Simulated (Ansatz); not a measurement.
# YBiS3 (model cell, started as cubic perovskite with Y in the octahedra): the cell at rest

Task: relax YBiS3 (model cell, started as cubic perovskite with Y in the octahedra) tightly.

Program: Ansatz 0.2.0. Level of theory: DFT PBEsol, scalar-relativistic, plane waves, PAW; PAW set soft_1. Results are calculated unless marked as measured.

Report form: the programs' logs are mostly left out.

The structure was built from a prototype and need not be the compound's stable phase.

### Step 1. Set-up

It takes space group Pm-3m (No. 221, cubic). Conventional cell: a = 5.370 Å, b = 5.370 Å, c = 5.370 Å, α = 90.00°, β = 90.00°, γ = 90.00°. Nearest to Bi lie 12 S at 3.80 Å. Y has 6 S at 2.69 Å nearest. Nearest to S lie 2 Y at 2.69 Å. Farther neighbours and most contacts between anions are not listed.

### Step 2. Probe on a coarse mesh

First a cheap look: the gap decides the mesh and the occupations, the pressure tells how far the cell has to move.

input.yaml

```yaml
crystal:
  lattice:
    - [5.3704, 0.0, 0.0]
    - [0.0, 5.3704, 0.0]
    - [0.0, 0.0, 5.3704]
  atoms:
    - { symbol: Bi, position: [0.0, 0.0, 0.0] }
    - { symbol: "Y", position: [0.5, 0.5, 0.5] }
    - { symbol: S, position: [0.5, 0.5, 0.0] }
    - { symbol: S, position: [0.5, 0.0, 0.5] }
    - { symbol: S, position: [0.0, 0.5, 0.5] }
kpoints:
  mp_grid: { grid: [4, 4, 4] }
hamiltonian:
  xc: pbesol
  pseudopotentials: { kind: paw, azcp: { folder: soft_1 }, xc_functional: pbe }
scf:
  occupations: { method: gaussian, width: 0.1 }
output:
  forces: true
  stress: true
  eigenvalues: true
```

Started as:

```
ansatz run input.yaml --threads 8 --pin off --max-ram 16384MiB --backend cpu --events-out ev --progress --plain --runs-dir out
```

The job ended after 0.38 s (8 threads of AMD EPYC 9B45 (Zen 5), shared host; peak memory 0.57 GiB; 1.8 s of CPU time).

This step gave:

```
pressure          : -6.906 GPa
volume per atom   : 30.98 Å³
gap on the k-mesh : 0 eV
```

The coarse mesh shows no gap and a pressure of -6.9 GPa.

### Step 3. Bringing the structure to rest

The cell and atoms are relaxed, since residual forces and stress would shift the frequencies.

Edit input.yaml of step 2 so:

```diff
@@ -12,3 +12,3 @@
 kpoints:
-  mp_grid: { grid: [4, 4, 4] }
+  mp_grid: { grid: [8, 8, 8] }
 hamiltonian:
@@ -22 +22,6 @@
   eigenvalues: true
+relax:
+  adjacent_minimum: "off"
+  f_tol: 0.005
+  max_steps: 80
+  cell: { stress_tol: 0.05 }
```

Run time: 2.5 s. Hardware: 8 threads; peak memory 0.7 GiB.

The steps of the relaxation:

```
step  energy less that of the first step (eV)  largest force component (eV/Å)  pressure (GPa)  volume (Å³)
   1                                   0.0000                          0.0000           -6.77       154.89
   2                                  -0.5409                          0.0000           -0.21       133.15
   3                                  -0.5412                          0.0000            0.06       132.55
   4                                  -0.5412                          0.0000            0.00       132.69
  5*                                  -0.5399                          0.0000            0.00       132.69
```

Relaxation steps marked * repeat the geometry before them on a plane-wave basis chosen anew for their cell, so energy and pressure can jump there.

Forces are held to the 48 operations that the run works with; a distortion that breaks them can't arise in this run.

```
conventional cell, symmetrised  before  after   change
                         a (Å)   5.370  5.100   -5.0 %
                         b (Å)   5.370  5.100   -5.0 %
                         c (Å)   5.370  5.100   -5.0 %
              volume (Å³/atom)   30.98  26.54  -14.3 %
```

Final coordinates:

```xyz
5
Lattice="5.1005 0.0000 0.0000 0.0000 5.1005 0.0000 0.0000 0.0000 5.1005" Properties=species:S:1:pos:R:3 pbc="T T T"
Bi    0.0000    0.0000    0.0000
Y     2.5502    2.5502    2.5502
S     2.5502    2.5502    0.0000
S     2.5502    0.0000    2.5502
S     0.0000    2.5502    2.5502
```

This step gave:

```yaml
pressure: -2.13e-4 GPa
volume_per_atom: 26.54 Å³
```

In this step the volume went from 30.98 to 26.54 Å³/atom.

### Step 4. Bringing the structure to rest

The relaxation is repeated from its end on the same settings, as a check that it has come to rest.

Edit input.yaml of step 3 so:

```diff
@@ -2,5 +2,5 @@
   lattice:
-    - [5.3704, 0.0, 0.0]
-    - [0.0, 5.3704, 0.0]
-    - [0.0, 0.0, 5.3704]
+    - [5.100470251, 0.0, 0.0]
+    - [0.0, 5.100470251, 0.0]
+    - [0.0, 0.0, 5.100470251]
   atoms:
```

Elapsed: 1.1 s, on 8 threads; peak memory 0.66 GiB.

Little changed from the start: no atom moved by 0.005 Å and no cell edge by 0.1 %.

This step gave:

```
pressure : -2.14e-4 GPa
```

In this step the volume went from 26.54 to 26.54 Å³/atom.

### Step 5. Tight relaxation

Phonons need a cell at rest on their own settings, so the relaxation is repeated with tight tolerances on forces and stress, using the mesh and the filling of the phonon run that follows.

Edit input.yaml of step 4 so:

```diff
@@ -17,3 +17,3 @@
 scf:
-  occupations: { method: gaussian, width: 0.1 }
+  occupations: { method: methfessel_paxton, width: 0.2 }
 output:
@@ -24,4 +24,4 @@
   adjacent_minimum: "off"
-  f_tol: 0.005
-  max_steps: 80
-  cell: { stress_tol: 0.05 }
+  f_tol: 0.001
+  max_steps: 60
+  cell: { stress_tol: 0.01 }
```

Wall time 1.2 s (8 threads); peak memory 0.66 GiB.

Little changed from the start: no atom moved by 0.005 Å and no cell edge by 0.1 %.

Numbers from this step:

```yaml
pressure: 0.001988 GPa
```

The forces vanish by symmetry and the pressure is 0.002 GPa, within the tolerances set. The cell now holds 26.54 Å³/atom.

### Step 6. Results

| Quantity | Value |
| --- | --- |
| space group after relaxation (within 0.01 Å) | Pm-3m |
| lattice constant a | 5.100 Å |
| lattice constant b | 5.100 Å |
| lattice constant c | 5.100 Å |
| volume per atom | 26.5 Å³ |

**Reading.** The forces vanish by symmetry and the pressure is 0.002 GPa, within the tolerances set. The cell now holds 26.54 Å³/atom. The relaxation keeps the symmetry of its start, so it says nothing on stability against lower symmetry. Spin-orbit coupling is left out, which can matter for the heavy elements here. The PAW files were made for PBE and serve the other functionals too. The starting cell was built on a prototype and not taken from a measurement, so the phase need not exist.

[Logs are printed without paths, hosts, clocks, repeated set-up lines and the standing remarks that a program may print on its own settings, such as how far it seeks lower states.]

[Hosts, paths, dates, database ids (printed as entryN), source tags and the programs' standing remarks are cut or masked in the printed files.]
